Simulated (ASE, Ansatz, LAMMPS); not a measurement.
# Localised basis functions on (12,0) carbon nanotube (192 atoms)

Wanted: errors and times of a linear-scaling basis for (12,0) carbon nanotube (192 atoms). A setting counts as converged where the r.m.s. difference of forces stays under 1 % of the r.m.s. force.

Program: Ansatz 0.2.0. Level of theory: Kohn-Sham DFT, LDA, PAW (set soft_2), plane waves. Results are calculated unless marked as measured.

**1. The structure**

The cell holds 192 atoms: 192 C. Its edges and angles: a = 21.397 Å, b = 21.397 Å, c = 17.043 Å, α = 90.0°, β = 90.0°, γ = 90.0°. It derives from C (graphene). Graphene sheet (a = 2.46 Å) rolled into a (12,0) tube of diameter 9.40 Å, 4 periods, 12 Å of vacuum; every coordinate displaced by a Gaussian of 0.02 Å. Vacuum lies along a and b. The structure repeats along c.

What the set-up can't give: Beside vacuum, support functions can miss their usual error bounds without a warning. The Brillouin zone is sampled at Γ only, in a cell whose periodic width is 17 Å.

**2. Plane-wave single point**

The first run fixes the reference, at a cutoff of 420 eV.

File input.yaml:

```yaml
crystal:
  lattice:
    - [21.39651, 0.0, 0.0]
    - [0.0, 21.39651, 0.0]
    - [0.0, 0.0, 17.04338]
  atoms:
    - { symbol: C, position: [0.71807, 0.50077, 0.08408] }
    - { symbol: C, position: [0.71294, 0.55715, 0.04123] }
    - { symbol: C, position: [0.69015, 0.61017, 0.08435] }
    - { symbol: C, position: [0.65579, 0.65392, 0.04144] }
    - { symbol: C, position: [0.71335, 0.55734, 0.20761] }
    - { symbol: C, position: [0.6904, 0.60977, 0.1691] }
    - { symbol: C, position: [0.60857, 0.68938, 0.08546] }
    - { symbol: C, position: [0.5549, 0.71264, 0.04144] }
    - { symbol: C, position: [0.65605, 0.65558, 0.20863] }
    - { symbol: C, position: [0.61083, 0.69008, 0.16853] }
    - { symbol: C, position: [0.50116, 0.71929, 0.08382] }
    - { symbol: C, position: [0.44252, 0.71213, 0.04083] }
    - { symbol: C, position: [0.5552, 0.71179, 0.20856] }
    - { symbol: C, position: [0.50055, 0.72033, 0.16695] }
    - { symbol: C, position: [0.38953, 0.69001, 0.08067] }
    - { symbol: C, position: [0.34411, 0.65409, 0.04208] }
    - { symbol: C, position: [0.44523, 0.7135, 0.20902] }
    - { symbol: C, position: [0.38986, 0.68989, 0.16805] }
    - { symbol: C, position: [0.30929, 0.61041, 0.08275] }
    - { symbol: C, position: [0.28714, 0.55717, 0.04302] }
    - { symbol: C, position: [0.34539, 0.65476, 0.20775] }
    - { symbol: C, position: [0.31068, 0.61069, 0.16441] }
    - { symbol: C, position: [0.28098, 0.50216, 0.08339] }
    - { symbol: C, position: [0.28762, 0.44309, 0.04082] }
    - { symbol: C, position: [0.28803, 0.55681, 0.2084] }
    - { symbol: C, position: [0.28129, 0.5, 0.16671] }
    - { symbol: C, position: [0.31011, 0.3895, 0.08273] }
    - { symbol: C, position: [0.34484, 0.3447, 0.04253] }
    - { symbol: C, position: [0.28806, 0.44353, 0.20831] }
    - { symbol: C, position: [0.30819, 0.39023, 0.16534] }
    - { symbol: C, position: [0.39009, 0.31137, 0.08224] }
    - { symbol: C, position: [0.44317, 0.28865, 0.04374] }
    [... 154 atom lines left out ...]
    - { symbol: C, position: [0.6911, 0.39012, 0.83227] }
    - { symbol: C, position: [0.71315, 0.443, 0.79115] }
    - { symbol: C, position: [0.65435, 0.34452, 0.95803] }
    - { symbol: C, position: [0.68991, 0.39113, 0.91753] }
    - { symbol: C, position: [0.71198, 0.44302, 0.95869] }
    - { symbol: C, position: [0.71997, 0.49963, 0.9179] }
kpoints:
  mp_grid: { grid: [1, 1, 1] }
hamiltonian:
  xc: lda
scf:
  occupations: { method: gaussian, width: 0.025 }
output:
  forces: true
  populations: intrinsic
  dos:
    method: { smearing: { sigma: 0.1 } }
    de: 0.1
    projected: { site_lists: { C: [C] } }
  eigenvalues: true
  write_density: true
  write_potential: true
  volumetric_format: npy
```

Command:

```sh
$ ansatz run input.yaml --threads 8 --pin off --max-ram 15872MiB --backend cpu --events-out ev --progress --plain --runs-dir out
```

Numbers of over 12 decimals in the logs are rounded to 6 here.

The log of the run:

```text
Engine: ansatz 0.2.0, aarch64-unknown-linux-gnu
Pseudopotentials: kind: paw
Pseudopotential: C, paw, valence charge 4, recommended cutoff 420 eV (normal), C.paw.azcp
Functional definition: SPW92
  exchange = slater_x
  correlation = pw_c
Crystal: 192 atoms, lattice volume = 7802.641 Å³
Basis set: ecut = 420 eV, 152449 PW (Γ)
Bands: 576, of which v1, the nominal top of the filled ones, is band 384 counted from 1 (383 counted from 0)
Symmetry: 1 space group operations
Space group: P1 (ITA 1), of the structure as read, at distance tolerance 2.0e-4 Å
k-points: 1
Non-local potential: C, projectors of the file, l = 0: 2, l = 1: 2, l = 2: 1
PAW form: soft (Blöchl's): semilocal exchange-correlation on the pseudo side does not see the compensation charge
PAW frozen core: C, regenerated for the run's functional, and the local potential with it (the file was generated under x = pbe(κ = 0.804, μ = 0.219515), c = pbe(β = 0.066725))
PAW one-centre angular grid: C, 110 points (default); XC on 64 Gauss nodes
Initial density: superposition of atomic densities (neutral atoms: chi_scale 0, normalization atom), corrected by the library's trained network
Initial wavefunctions: pseudopotential atomic-orbital guess
Functional: x = slater, c = lda
SCF iter   1: F=—  HF=-46623.826686 eV  |F-HF|=—  |Δ(HF+E_count)|=         —  Δρ=3.08e-3  dr2=5.32e-1  ethr=1.77e-3  ⟨swp⟩=7.0  Hψ=2825  notcnv=0  defer=166
preconditioner: auto → LDOS  [insulator: Δε(μ)=0.024 eV  Ē_g=14.588 eV  σ=0.025 eV  W_gap=0.51  n_scr=818 (ndim 8)  ℏωp=11.6 eV  f_vac=0.742  D(μ)=71.25/eV (n_scr^D=274)  ε∞_Penn≈1.6  β→1.0]
SCF iter   2: F=—  HF=-46623.866939 eV  |F-HF|=—  |Δ(HF+E_count)|=   4.03e-2  Δρ=9.07e-4  dr2=8.69e-2  ethr=6.92e-5  ⟨swp⟩=2.0  Hψ=925  notcnv=0  defer=183
SCF iter   3: F=—  HF=-46623.854296 eV  |F-HF|=—  |Δ(HF+E_count)|=   1.26e-2  Δρ=3.46e-4  dr2=2.08e-2  ethr=1.13e-5  ⟨swp⟩=2.0  Hψ=755  notcnv=0  defer=183
SCF iter   4: F=—  HF=-46623.851848 eV  |F-HF|=—  |Δ(HF+E_count)|=   2.45e-3  Δρ=1.54e-4  dr2=3.84e-3  ethr=2.70e-6  ⟨swp⟩=2.0  Hψ=750  notcnv=0  defer=183
SCF iter   5: F=—  HF=-46623.852081 eV  |F-HF|=—  |Δ(HF+E_count)|=   2.33e-4  Δρ=1.04e-4  dr2=1.55e-3  ethr=4.99e-7  ⟨swp⟩=2.0  Hψ=684  notcnv=0  defer=183
SCF iter   6: F=—  HF=-46623.852106 eV  |F-HF|=—  |Δ(HF+E_count)|=   2.48e-5  Δρ=4.56e-5  dr2=4.58e-4  ethr=2.02e-7  ⟨swp⟩=2.0  Hψ=691  notcnv=0  defer=183
SCF iter   7: F=—  HF=-46623.852089 eV  |F-HF|=—  |Δ(HF+E_count)|=   1.66e-5  Δρ=3.46e-5  dr2=2.50e-4  ethr=5.96e-8  ⟨swp⟩=3.0  Hψ=750  notcnv=0  defer=183
SCF iter   8: F=—  HF=-46623.852092 eV  |F-HF|=—  |Δ(HF+E_count)|=   2.89e-6  Δρ=2.08e-5  dr2=1.11e-4  ethr=3.26e-8  ⟨swp⟩=2.0  Hψ=554  notcnv=0  defer=183
SCF iter   9: F=—  HF=-46623.852107 eV  |F-HF|=—  |Δ(HF+E_count)|=   1.46e-5  Δρ=1.17e-5  dr2=4.64e-5  ethr=1.45e-8  ⟨swp⟩=2.0  Hψ=605  notcnv=0  defer=183
SCF iter  10: F=—  HF=-46623.854674 eV  |F-HF|=—  |Δ(HF+E_count)|=   2.57e-3  Δρ=7.77e-6  dr2=2.37e-5  ethr=6.04e-9  ⟨swp⟩=2.0  Hψ=428  notcnv=0  defer=183
SCF iter  11: F=—  HF=-46623.854678 eV  |F-HF|=—  |Δ(HF+E_count)|=   4.58e-6  Δρ=5.45e-6  dr2=1.18e-5  ethr=3.09e-9  ⟨swp⟩=2.0  Hψ=409  notcnv=0  defer=183
SCF iter  12: F=—  HF=-46623.854681 eV  |F-HF|=—  |Δ(HF+E_count)|=   2.39e-6  Δρ=3.88e-6  dr2=5.15e-6  ethr=1.53e-9  ⟨swp⟩=2.0  Hψ=578  notcnv=0  defer=183
SCF iter  13: F=—  HF=-46623.854682 eV  |F-HF|=—  |Δ(HF+E_count)|=   1.24e-6  Δρ=2.63e-6  dr2=2.19e-6  ethr=6.71e-10  ⟨swp⟩=2.0  Hψ=622  notcnv=0  defer=183
SCF iter  14: F=—  HF=-46623.854683 eV  |F-HF|=—  |Δ(HF+E_count)|=   7.69e-7  Δρ=1.84e-6  dr2=9.42e-7  ethr=2.85e-10  ⟨swp⟩=2.0  Hψ=578  notcnv=0  defer=183
SCF iter  15: F=—  HF=-46623.854683 eV  |F-HF|=—  |Δ(HF+E_count)|=   4.72e-7  Δρ=1.20e-6  dr2=3.44e-7  ethr=1.23e-10  ⟨swp⟩=2.0  Hψ=686  notcnv=0  defer=183
SCF iter  16: F=—  HF=-46623.854683 eV  |F-HF|=—  |Δ(HF+E_count)|=   2.76e-7  Δρ=7.53e-7  dr2=1.18e-7  ethr=4.48e-11  ⟨swp⟩=2.0  Hψ=578  notcnv=0  defer=183
SCF iter  17: F=-46623.854684 eV  HF=-46623.854683 eV  |F-HF|=3.52e-8  |Δ(HF+E_count)|=   6.11e-8  Δρ=5.43e-7  dr2=5.70e-8  ethr=1.30e-11  ⟨swp⟩=42.0  Hψ=7528  notcnv=0
SCF 1 converged in 17 iterations: F = -46623.854684 eV  dr2 = 5.70e-8
  greatest PAW one-centre occupation: 0.685 electrons in one spin orbital (limit 2), on the C atom at site 115 (counted from 0), in its partial waves of l = 0
WARN: The output density's exchange-correlation potential varies sharply where the density is thin. Do not read a vacuum level from v_tot or v_xc, or from such a field of the output density. On a cell that repeats whose density bears no net charge and no dipole along the vacuum's axis use v_es (v_loc + v_h of the components); [...]
SCF converged after 17 iterations
Free energy (F): -46623.854684 eV
Harris-Foulkes:  -46623.854683 eV  (|F-HF|=3.52e-8)
Internal energy: -46623.832426 eV  (E = F + TS)
E sigma→0 (E₀):  -46623.843555 eV
Entropy (-TS):   -0.022257 eV (-0.116 meV/atom)
Fermi energy:    -2.060219 eV
--- Per-component energies (eV) ---
  E_band       = -8627.967408
  E_kinetic    = 17510.441333
  E_local      = -319112.322580  (includes V_loc(G=0)·N_el)
  E_nonlocal   = 5471.119707
  E_hartree    = 150160.177958
  E_xc         = -9119.677397
  E_vxc        = -11337.660703  (∫ρ·V_xc dr)
  E_paw        = -17649.558254  (= ΣΔE_a)
  E_vpaw       = -1479.915502  (= ΣTr[D̂ρ^β])
  E_aug_tail   = 0.001842  (compensation charges beyond the density's cutoff)
  E_ewald      = 126103.921124
  E_core_change = 12.063841  (= ΣΔE_core)
  E_smearing   = -0.022257  (= −TS)
  E_closure    = -0.000000  (closes the sum)
  Σ components = -46623.854684   (vs F -46623.854684, Δ=0.00e0)
--- Forces (eV/Å), atoms counted from 1 ---
  atom   1  C      0.64838487    -0.57877635    -1.61206134
  atom   2  C     -0.56745145     0.47082479     0.66325871
  atom   3  C      0.40927791    -0.61597688    -0.01398320
  atom   4  C     -1.24772528     1.20615837     0.88376231
  atom   5  C     -0.28196129    -0.29258481     1.01414908
  atom   6  C      0.09306447     0.47892623    -2.08563719
  atom   7  C      0.85540283    -0.22828196    -1.95903173
  atom   8  C      2.54369891    -0.85608333     0.30443060
  atom   9  C     -0.30608019    -0.01408509     0.40331769
  atom  10  C     -1.69847836     0.51330363    -1.06371534
  atom  11  C     -2.81295841     0.26903604    -0.51312746
  atom  12  C      1.10214977     0.04098722     0.72136554
  atom  13  C      2.37866099    -0.24526405     0.40735170
  atom  14  C     -0.05137466    -0.13720827    -0.57659512
[...]
atom 191  C      0.24994269     0.35624505    -0.55197153
  atom 192  C     -0.13472456     1.15452030    -0.61921935
  max |Σ_I F_I| component: 1.15e-3 eV/Å
--- Band table (eV) ---
  k-point 0: bands = ["-21.6488", "-21.5294", "-21.5058", "-21.2952", [... 560 levels ...], "5.0288", "5.0385", "5.0444", "5.0756", "5.0810", "5.0850", "5.0870", "5.0901", "5.0954", "5.1051", "5.1123", "5.1380"]
--- intrinsic populations: 192 sites ---
  site symbol       q [e]
     0      C      3.9965
     1      C      4.0002
     2      C      3.9956
[...]
191      C      4.0017
  spilling = -0.000000 (of n_electrons = 768.000000)
```

The job ended after 2.2 min (8 threads of Arm Neoverse V2, shared host; peak memory 9.3 GiB; 17 min of CPU time).

The column dr2 measures how far the density is from self-consistency, as an energy; F and HF (Harris–Foulkes) agree once it is small.

The program notes that the exchange-correlation potential is rough where the density is thin.

Read from the output:

```yaml
free_energy: -46623.8547 eV
free_energy_per_atom: -242.8326 eV/atom
scf_cycles: 17
r_m_s_force_component: 1.202 eV/Å
longest_force: 5.333 eV/Å
fermi_energy: -2.06 eV
levels_partly_filled_by_over_2_per_cent: 2
```

Length of the force by element:

```csv
element,coordination,atoms,mean length of the force (eV/Å),spread,least,most
C,all,192,1.81,1.02,0.252,5.33
```

Intrinsic-atomic-orbital charges by element:

```csv
element,coordination,atoms,mean charge (e),spread,least,most
C,all,192,0,0.0035,-0.0109,0.0101
```

Density of states as counts of states in windows of 1 eV (from the Fermi level), total and the larger projections:

```csv
from (eV),to (eV),total,C p
-10,-9,25.0,21.1
-9,-8,33.4,28.6
-8,-7,76.3,67.7
-7,-6,85.5,81.9
-6,-5,56.4,54.1
-5,-4,62.1,60.2
-4,-3,52.0,51.4
-3,-2,42.6,42.3
-2,-1,24.4,24.3
-1,0,3.4,3.4
0,1,12.2,11.9
1,2,29.7,28.5
2,3,42.1,39.6
3,4,33.9,22.4
4,5,45.8,11.0
```

Between -20 and -10 eV lie 305 more states.

The levels nearest the highest filled one (over half full), pooled over k-points and spins:

```csv
level less the highest filled one (eV),occupation
-1.19,2
-1.15,2
-1.09,2
-1.08,2
-0.0463,2.00
0,1.51
0.0245,0.489
0.0932,0
0.811,0
0.859,0
0.920,0
0.997,0
```

Electrostatic potential energy in the ca plane at fractional y = 0.281, with atoms of C within 0.2 Å of it. With pseudopotentials it is smooth inside the atoms' cores, unlike the true potential.

Values in eV, 13 rows by 16 columns, each cell a mean:
```
  2   2   2   2   2   2   2   2   2   2   2   2   2   2   2   2
  2   2   2   2   2   2   2   2   2   2   2   2   2   2   2   2
  2   3   3   2   2   2   2   2   2   2   2   2   2   2   2   2
  2   2   2   2   2   2   2   2   2   2   2   2   2   2   2   2
  0  -3  -3   0   0  -4  -3   0   0  -3  -3   0   0  -4  -3   0
-27 -14 -10 -31 -28 -15  -9 -31 -27 -14  -9 -31 -28 -15 -10 -31
-15 -36 -31 -22 -16 -36 -31 -21 -16 -36 -31 -22 -14 -36 -32 -21
-23 -14 -10 -27 -24 -16 -10 -27 -24 -13 -10 -27 -24 -16 -10 -27
  1  -1  -1   0   1  -2  -1   0   1  -1  -1   1   1  -1  -1   0
  2   2   2   2   2   2   2   2   2   2   2   2   2   2   2   2
  2   2   2   2   2   3   3   3   3   3   3   3   3   3   3   3
  2   2   2   2   2   2   2   2   2   3   3   3   3   3   2   2
  2   2   2   2   2   2   2   2   2   2   2   2   2   2   2   2
```
Columns run along c (17.0 Å; values clipped at the 3rd and 97th percentile), rows up along a (21.4 Å). Atoms in or near the plane, at fractional coordinates: C at (0.04, 0.44), C at (0.08, 0.50), C at (0.04, 0.56), C at (0.21, 0.44), C at (0.17, 0.50), C at (0.21, 0.56), C at (0.29, 0.44), C at (0.33, 0.50), C at (0.29, 0.56), C at (0.46, 0.44), C at (0.42, 0.50), C at (0.46, 0.56), C at (0.54, 0.44), C at (0.58, 0.50) and more.

Valence density in the ca plane at fractional y = 0.281, with atoms of C within 0.2 Å of it. It is the smooth field of the valence electrons, not physical close to the nuclei.

Ten even steps from '0' (0.0 e/Å³) to '9' (2.0 e/Å³), each cell a mean:
```
00000000000000000000000000000000000000000000
00000000000000000000000000000000000000000000
00000000000000000000000000000000000000000000
00000000000000000000000000000000000000000000
00000000000000000000000000000000000000000000
00000000000000000000000000000000000000000000
00000000000000000000000000000000000000000000
00000000000000000000000000000000000000000000
00111111100001111111000011111110000111111100
12443234532124532345321244322443212453234431
78852114887788621148877896211378778862114887
23797668952237976689522379766895213797678952
34896457974359964479633589645797334886457864
77862113777788621137877785211478767862113787
11343234421113433344211134323432111343334421
00011011100000110011000001100110000011011100
00000000000000000000000000000000000000000000
00000000000000000000000000000000000000000000
00000000000000000000000000000000000000000000
00000000000000000000000000000000000000000000
00000000000000000000000000000000000000000000
00000000000000000000000000000000000000000000
00000000000000000000000000000000000000000000
00000000000000000000000000000000000000000000
```
Columns run along c (17.0 Å), rows up along a (21.4 Å). Atoms in or near the plane, at fractional coordinates: C at (0.04, 0.44), C at (0.08, 0.50), C at (0.04, 0.56), C at (0.21, 0.44), C at (0.17, 0.50), C at (0.21, 0.56), C at (0.29, 0.44), C at (0.33, 0.50), C at (0.29, 0.56), C at (0.46, 0.44), C at (0.42, 0.50), C at (0.46, 0.56), C at (0.54, 0.44), C at (0.58, 0.50) and more.

Intrinsic-atomic-orbital charges run from -0.01 to +0.01 e. Within 0.4 eV of the Fermi level the largest share is C p (100 % of the projected weight).

**3. Distances and neighbours**

Bonds and neighbours are counted at the geometry of the runs.

Normalised to the volume that the atoms fill. Pair distribution function in bins of 0.1 Å:

```csv
r (Å),total
1.25,0.00
1.35,3.79
1.45,10.00
1.55,0.00
1.65,0.00
1.75,0.00
1.85,0.00
1.95,0.00
2.05,0.00
2.15,0.00
2.25,0.00
2.35,0.53
2.45,8.24
2.55,0.48
2.65,0.00
2.75,0.65
2.85,2.82
2.95,0.01
3.05,0.00
3.15,0.00
3.25,0.00
3.35,0.00
3.45,0.00
3.55,0.03
3.65,1.33
3.75,2.55
3.85,0.10
3.95,0.00
4.05,0.01
4.15,1.65
4.25,1.42
4.35,0.06
4.45,0.00
4.55,0.00
4.65,0.41
4.75,0.43
4.85,0.94
4.95,1.38
5.05,0.84
5.15,0.57
5.25,0.01
5.35,0.00
5.45,0.41
5.55,0.21
```

Bonds by pair of elements; cutoffs follow the first minimum of g(r), held within bounds set by covalent radii, and pairs that aren't listed don't count as bonded:

```csv
pair A-B,cutoff (Å),bonds,mean length (Å),spread (Å),shortest (Å),B about A,A about B
C-C,1.85,288,1.42,0.028,1.32,3,3
```

How many atoms have how many bonded neighbours:

```csv
element,mean,3
C,3,192
```

Bond angles (no mean is given where the spread exceeds 20°):

```csv
angle,count,mean (°),spread (°)
C-C-C,576,119,2
```

The first peak of g(r) lies near 1.42 Å. Counting bonds as in the table, all C atoms have 3 bonded neighbours. The C-C-C angle averages 119° with a spread of 2°.

(Part 1 of 2 ends here.)

[Logs are printed without paths, hosts, clocks, repeated set-up lines and the standing remarks that a program may print on its own settings, such as how far it seeks lower states.]

[Hosts, paths, dates, database ids (printed as entryN), source tags and the programs' standing remarks are cut or masked in the printed files.]
